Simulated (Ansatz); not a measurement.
**SiBPC (zincblende [110] superlattice) (Pmn2_1): band gap by G0W0 on PBEsol**

Aim: the quasiparticle gap of SiBPC (zincblende [110] superlattice) (Pmn2_1), starting from PBEsol.

Calculated with Ansatz 0.2.0; PBEsol, then G0W0 on it, plane waves, PAW.

The structure was built from a prototype and need not be the compound's stable phase.

### 1. The structure

It takes space group Pmn2_1 (No. 31, orthorhombic). The conventional cell has a = 3.146 Å, b = 6.329 Å, c = 4.464 Å, α = 90.00°, β = 90.00°, γ = 90.00°. Nearest to B lie 1 C at 1.65 Å and 3 P at 1.96 to 1.98 Å. Nearest to P lie 3 B at 1.96 to 1.98 Å and 1 Si at 2.27 Å. Si has 3 C at 1.89 to 1.90 Å and 1 P at 2.27 Å nearest. C has 1 B at 1.65 Å and 3 Si at 1.89 to 1.90 Å nearest. It derives from BP. Farther neighbours are not listed.

The structure was relaxed with PBEsol. The runs that relaxed it are not among those shown.

The logs state that the PAW files were generated under PBE.

### 2. The PBEsol band structure

Levels along a band path and on the mesh show where this functional puts the band edges.

This step: DFT, PBEsol, plane waves, PAW; PAW set soft_1.

input.yaml reads:

```yaml
crystal:
  lattice:
    - [3.14558516, 0.0, 0.0]
    - [0.0, 4.4642341616, -3.215e-07]
    - [0.0, -4.549e-07, 6.3290139136]
  atoms:
    - { symbol: B, position: [0.0, -0.0372303766, 0.1066363553] }
    - { symbol: P, position: [0.5, 0.220635989, 0.1416785451] }
    - { symbol: B, position: [0.5, 0.4627694246, 0.4034763715] }
    - { symbol: P, position: [0.0, 0.7206358291, 0.3684342424] }
    - { symbol: Si, position: [0.0, 0.0396981793, 0.6470593502] }
    - { symbol: C, position: [0.5, 0.2768961569, 0.6285279624] }
    - { symbol: Si, position: [0.5, 0.5396982904, 0.8630534045] }
    - { symbol: C, position: [0.0, 0.7768965074, 0.8815848335] }
kpoints:
  mp_grid: { grid: [8, 6, 4] }
  band_path:
    path:
      - [0.0, 0.0, 0.0]
      - [-0.5, 0.0, 0.0]
      - [-0.5, 0.0, 0.5]
      - [0.0, 0.0, 0.5]
      - [0.0, 0.0, 0.0]
      - [0.0, -0.5, 0.5]
      - [-0.5, -0.5, 0.5]
      - [-0.5, 0.0, 0.0]
      - [-0.5, -0.5, 0.0]
      - [0.0, -0.5, 0.0]
      - [0.0, 0.0, 0.0]
    npoints: 10
hamiltonian:
  xc: pbesol
  pseudopotentials: { kind: paw, azcp: { folder: soft_1 }, xc_functional: pbe }
scf:
  occupations: { method: fermi_dirac, width: 0.02 }
  n_extra_bands: 6
output:
  eigenvalues: true
  write_density: true
  write_potential: true
  elf: true
  volumetric_format: npy
```

Command:

```
> ansatz run input.yaml --threads 4 --pin off --max-ram 17510MiB --backend cpu --events-out ev --progress --plain --runs-dir out
```

Numbers of over 12 decimals in the logs are rounded to 6 here.

The program printed:

```text
Warning: the atoms were moved onto the symmetric positions of the space group found under crystal.symmetry.tolerance 1.0e-5 (fractional; no operation is sought that the atoms, as they stand in a round, miss by more than twice it, and no atom is moved by as much as it), and the run uses the moved positions. Before a round's move an operation carried an atom to 1.58e-6 Å from where it should land, the largest such dist [...]
scf.n_extra_bands = 6 over 16 filled bands (N_el = 32.0): the run solves 22 bands
Engine: ansatz 0.2.0, aarch64-unknown-linux-gnu
Pseudopotentials: kind: paw
Pseudopotential: B, paw, valence charge 3, recommended cutoff 420 eV (normal), soft_1/B.paw.azcp
Pseudopotential: P, paw, valence charge 5, recommended cutoff 420 eV (normal), soft_1/P.paw.azcp
Pseudopotential: Si, paw, valence charge 4, recommended cutoff 420 eV (normal), soft_1/Si.paw.azcp
Pseudopotential: C, paw, valence charge 4, recommended cutoff 420 eV (normal), soft_1/C.paw.azcp
Functional definition: PBEsol
  exchange = pbesol_x
  correlation = pbesol_c
Crystal: 8 atoms, lattice volume = 88.876 Å³
Basis set: ecut = 420 eV, 1717 PW (Γ)
Bands: 22, of which v1, the nominal top of the filled ones, is band 16 counted from 1 (15 counted from 0)
Symmetry: 4 space group operations
Space group: Pmn21 (ITA 31), of the structure as read, at distance tolerance 4.5e-5 Å
k-points: 60 of 192 (time reversal used)
Non-local potential: B, projectors of the file, l = 0: 2, l = 1: 2, l = 2: 1
Non-local potential: P, projectors of the file, l = 0: 2, l = 1: 2, l = 2: 1
Non-local potential: Si, projectors of the file, l = 0: 2, l = 1: 2, l = 2: 1
Non-local potential: C, projectors of the file, l = 0: 2, l = 1: 2, l = 2: 1
PAW form: soft (Blöchl's): semilocal exchange-correlation on the pseudo side does not see the compensation charge
PAW frozen core: B, regenerated for the run's functional, and the local potential with it (the file was generated under x = pbe(κ = 0.804, μ = 0.219515), c = pbe(β = 0.066725))
PAW frozen core: P, regenerated for the run's functional, and the local potential with it (the file was generated under x = pbe(κ = 0.804, μ = 0.219515), c = pbe(β = 0.066725))
PAW frozen core: Si, regenerated for the run's functional, and the local potential with it (the file was generated under x = pbe(κ = 0.804, μ = 0.219515), c = pbe(β = 0.066725))
PAW frozen core: C, regenerated for the run's functional, and the local potential with it (the file was generated under x = pbe(κ = 0.804, μ = 0.219515), c = pbe(β = 0.066725))
PAW one-centre angular grid: B, 110 points (default); XC on 64 Gauss nodes
PAW one-centre angular grid: P, 110 points (default); XC on 64 Gauss nodes
PAW one-centre angular grid: Si, 110 points (default); XC on 64 Gauss nodes
PAW one-centre angular grid: C, 110 points (default); XC on 64 Gauss nodes
Initial density: superposition of atomic densities (chi_scale 0.1, normalization cell, long waves kept (reshape's long-wave potential 0.06 eV rms))
Initial wavefunctions: pseudopotential atomic-orbital guess
Functional: x = pbesol(κ = 0.804, μ = 0.123457), c = pbesol(β = 0.046)
SCF iter   1: F=—  HF=-3527.541325 eV  |F-HF|=—  |Δ(HF+E_count)|=         —  Δρ=1.02e-1  dr2=1.19e1  ethr=3.10e-3  ⟨swp⟩=7.8  Hψ=8317  notcnv=0
preconditioner: auto → none  [insulator: Δε(μ)=1.664 eV  Ē_g=11.047 eV  σ=0.020 eV  W_gap=1.00  n_scr=16 (ndim 8)  ℏωp=22.3 eV  f_vac=0.000  D(μ)=0.00/eV (n_scr^D=0)  ε∞_Penn≈5.1]
SCF iter   2: F=—  HF=-3524.299488 eV  |F-HF|=—  |Δ(HF+E_count)|=    3.24e0  Δρ=4.30e-2  dr2=1.65e0  ethr=3.10e-3  ⟨swp⟩=4.7  Hψ=3921  notcnv=0  defer=104
SCF iter   3: F=—  HF=-3523.869063 eV  |F-HF|=—  |Δ(HF+E_count)|=   4.30e-1  Δρ=1.73e-2  dr2=2.27e-1  ethr=3.10e-3  ⟨swp⟩=3.1  Hψ=2767  notcnv=0  defer=103
SCF iter   4: F=—  HF=-3523.857017 eV  |F-HF|=—  |Δ(HF+E_count)|=   1.20e-2  Δρ=7.70e-3  dr2=1.64e-1  ethr=7.09e-4  ⟨swp⟩=3.6  Hψ=2695  notcnv=0  defer=104
SCF iter   5: F=—  HF=-3523.818701 eV  |F-HF|=—  |Δ(HF+E_count)|=   3.83e-2  Δρ=2.04e-3  dr2=2.07e-3  ethr=5.12e-4  ⟨swp⟩=3.2  Hψ=2347  notcnv=0  defer=104
SCF iter   6: F=—  HF=-3523.818652 eV  |F-HF|=—  |Δ(HF+E_count)|=   4.99e-5  Δρ=3.83e-4  dr2=6.64e-5  ethr=6.46e-6  ⟨swp⟩=2.4  Hψ=2284  notcnv=0  defer=104
SCF iter   7: F=—  HF=-3523.818660 eV  |F-HF|=—  |Δ(HF+E_count)|=   8.96e-6  Δρ=7.40e-5  dr2=3.71e-6  ethr=2.08e-7  ⟨swp⟩=2.5  Hψ=2270  notcnv=0  defer=104
SCF iter   8: F=—  HF=-3523.818661 eV  |F-HF|=—  |Δ(HF+E_count)|=   2.24e-7  Δρ=1.86e-5  dr2=1.97e-7  ethr=1.16e-8  ⟨swp⟩=2.0  Hψ=2114  notcnv=0  defer=104
SCF iter   9: F=-3523.818661 eV  HF=-3523.818661 eV  |F-HF|=1.00e-8  |Δ(HF+E_count)|=   2.51e-8  Δρ=6.62e-6  dr2=1.30e-8  ethr=3.13e-10  ⟨swp⟩=11.2  Hψ=5480  notcnv=0
SCF 1 converged in 9 iterations: F = -3523.818661 eV  dr2 = 1.30e-8
  greatest PAW one-centre occupation: 0.768 electrons in one spin orbital (limit 2), on the P atom at site 3 (counted from 0), in its partial waves of l = 0
NSCF: frozen V_eff on 101 k-points
SCF converged after 9 iterations
Free energy (F): -3523.818661 eV
Harris-Foulkes:  -3523.818661 eV  (|F-HF|=1.00e-8)
Internal energy: -3523.818661 eV  (E = F + TS)
E sigma→0 (E₀):  -3523.818661 eV
Fermi energy:    10.098112 eV
--- Per-component energies (eV) ---
  E_band       = 97.338728
  E_kinetic    = 503.860714
  E_local      = -325.884601  (includes V_loc(G=0)·N_el)
  E_nonlocal   = 171.690587
  E_hartree    = 102.395640
  E_xc         = -420.636196
  E_vxc        = -418.043756  (∫ρ·V_xc dr)
  E_paw        = -2423.969423  (= ΣΔE_a)
  E_vpaw       = -39.074847  (= ΣTr[D̂ρ^β])
  E_aug_tail   = 0.000117  (compensation charges beyond the density's cutoff)
  E_ewald      = -1131.502435
  E_core_change = 0.226936  (= ΣΔE_core)
  E_smearing   = -0.000000  (= −TS)
  E_closure    = -0.000000  (closes the sum)
  Σ components = -3523.818661   (vs F -3523.818661, Δ=0.00e0)
--- Band table (eV; the first three rows and the last of 60) ---
  k-point 0: bands = [... 12 lower, 7.9079, 9.1235, 9.5291, 9.7855, 10.5489, 11.6292, 13.4229, 13.8071, ... 2 higher]
  k-point 1: bands = [... 12 lower, 8.2388, 8.3867, 8.9610, 9.7475, 11.1181, 12.2881, 13.1173, 14.1191, ... 2 higher]
  k-point 2: bands = [... 12 lower, 7.2757, 8.0694, 8.7006, 9.6924, 11.6349, 11.9486, 14.2339, 14.2386, ... 2 higher]
  k-point 59: bands = [... 12 lower, 6.4953, 6.4953, 6.8104, 6.8104, 13.3658, 13.3658, 14.0970, 14.0970, ... 2 higher]
```

Wall time 6.9 s (4 threads of Arm Neoverse V1, shared host); peak memory 0.42 GiB.

The column dr2 measures how far the density is from self-consistency, as an energy; F and HF (Harris–Foulkes) agree once it is small.

Numbers from this step:

| Property | Result |
| --- | --- |
| filled bands | 16 |
| gap | 0.6338 eV |
| valence top at | Γ |
| conduction bottom at | Z |
| least direct gap | 0.7634 eV |

Over mesh and path the gap is 0.634 eV, from k = Γ to k = (-0.500, 0.000, 0.000). The least direct gap found is 0.763 eV, at k = Γ. The program's warnings for this run: structure snapped to symmetry.

Electronic bands along the path, in eV, zero at the top of the highest nominally filled band:

```csv
point,band 13,band 14,band 15,band 16,band 17,band 18,band 19,band 20
Γ,-1.88,-0.66,-0.26,0.00,0.76,1.84,3.64,4.02
halfway,-3.47,-3.08,-2.09,-0.88,1.88,2.63,2.76,3.16
Z,-4.18,-4.18,-1.98,-1.98,0.63,0.63,1.60,1.60
halfway,-4.30,-4.30,-2.80,-2.80,1.20,1.20,2.13,2.13
D,-4.03,-4.03,-3.89,-3.89,2.07,2.07,3.15,3.15
halfway,-3.28,-2.89,-2.44,-2.25,1.95,2.10,4.21,4.58
B,-2.51,-1.72,-1.08,-0.09,1.85,2.16,4.45,4.45
halfway,-1.55,-1.40,-0.82,-0.04,1.33,2.50,3.33,4.33
Γ,-1.88,-0.66,-0.26,0.00,0.76,1.84,3.64,4.02
halfway,-2.02,-1.57,-0.89,-0.70,1.78,3.00,3.45,3.98
A,-2.17,-2.17,-1.62,-1.62,3.18,3.18,4.20,4.20
halfway,-2.25,-2.25,-1.76,-1.76,3.67,3.67,3.94,3.94
E,-3.29,-3.29,-2.98,-2.98,3.58,3.58,4.31,4.31
halfway,-3.59,-3.43,-2.69,-2.46,1.68,2.08,3.43,3.69
Z,-4.18,-4.18,-1.98,-1.98,0.63,0.63,1.60,1.60
halfway,-3.20,-3.20,-2.02,-2.02,2.21,2.21,3.13,3.13
C2,-2.04,-2.04,-1.71,-1.71,3.32,3.32,4.35,4.35
halfway,-2.46,-2.46,-2.13,-2.13,3.62,3.62,3.84,3.84
Y2,-1.63,-1.63,-1.42,-1.42,2.15,2.15,3.61,3.61
halfway,-1.75,-1.48,-1.35,-0.71,1.18,2.49,3.17,4.37
Γ,-1.88,-0.66,-0.26,0.00,0.76,1.84,3.64,4.02
```

Valence density in the cb plane at fractional x = 0.000, with atoms of B and P and Si and C within 0.2 Å of it. It is the smooth field of the valence electrons, not physical close to the nuclei.

Values in e/Å³, 7 rows by 16 columns, each cell a mean:
```
0.9 0.6 0.6 0.7 0.7 0.6 0.6 0.7 0.6 0.5 0.3 0.5 0.9 1.2 1.2 1.1
0.7 0.4 0.4 0.6 0.8 0.4 0.3 0.7 0.6 0.3 0.2 0.4 0.8 1.6 1.6 1.5
0.3 0.1 0.1 0.3 0.5 0.5 0.5 0.5 0.3 0.1 0.1 0.1 0.4 0.8 1.0 0.6
0.1 0.1 0.1 0.1 0.2 0.3 0.4 0.3 0.1 0.1 0.1 0.1 0.1 0.2 0.2 0.2
0.1 0.1 0.1 0.1 0.1 0.1 0.1 0.1 0.1 0.1 0.2 0.2 0.1 0.1 0.1 0.1
0.2 0.3 0.3 0.2 0.1 0.1 0.1 0.1 0.2 0.3 0.3 0.3 0.2 0.1 0.1 0.1
0.5 0.6 0.6 0.5 0.3 0.2 0.2 0.3 0.4 0.3 0.2 0.2 0.4 0.3 0.3 0.3
```
Columns run along c (6.3 Å), rows up along b (4.5 Å). Atoms in or near the plane, at fractional coordinates: B at (0.11, 0.96), P at (0.37, 0.72), Si at (0.65, 0.04), C at (0.88, 0.78).

Electrostatic potential energy in the cb plane at fractional x = 0.000, with atoms of B and P and Si and C within 0.2 Å of it. With pseudopotentials it is smooth inside the atoms' cores, unlike the true potential.

Ten even steps from '0' (-39 eV) to '9' (12 eV), each cell a mean:
```
511378778732247778
743674225876675104
888861001789984002
999961001799996215
999973114899999878
999998678999999999
999999999999999999
999999999999999999
999999999988889999
999999999853368999
865799999624427999
511389998626626999
```
Columns run along c (6.3 Å; values clipped at the 3rd and 97th percentile), rows up along b (4.5 Å). Atoms in or near the plane, at fractional coordinates: B at (0.11, 0.96), P at (0.37, 0.72), Si at (0.65, 0.04), C at (0.88, 0.78).

[end of part 1 of 2]

[Paths, hosts, dates, memory and timing lines, banners, echoed tables and standing remarks are left out of the program output.]

[Logs are printed without paths, hosts, clocks, repeated set-up lines and the standing remarks that a program may print on its own settings, such as how far it seeks lower states.]

[Runs of the session that timed out or met a known fault of the program may be left out.]

[Cells called generated may have been cut or substituted from an entry of the Crystallography Open Database or the Materials Project.]

[Hosts, paths, dates, database ids (printed as entryN), source tags and the programs' standing remarks are cut or masked in the printed files.]

[Where an RPA ε∞ is given, it is that of the G0W0 mesh and is not shown converged in it. Names of k-points follow the symmetry that the program found, which can be lower than the space group named. Band edges on a path are those of the sampled points; other points can move an edge, and change direct to indirect where valleys lie close.]

[Hybrid gaps are those of their k-mesh and are not shown converged in it.]
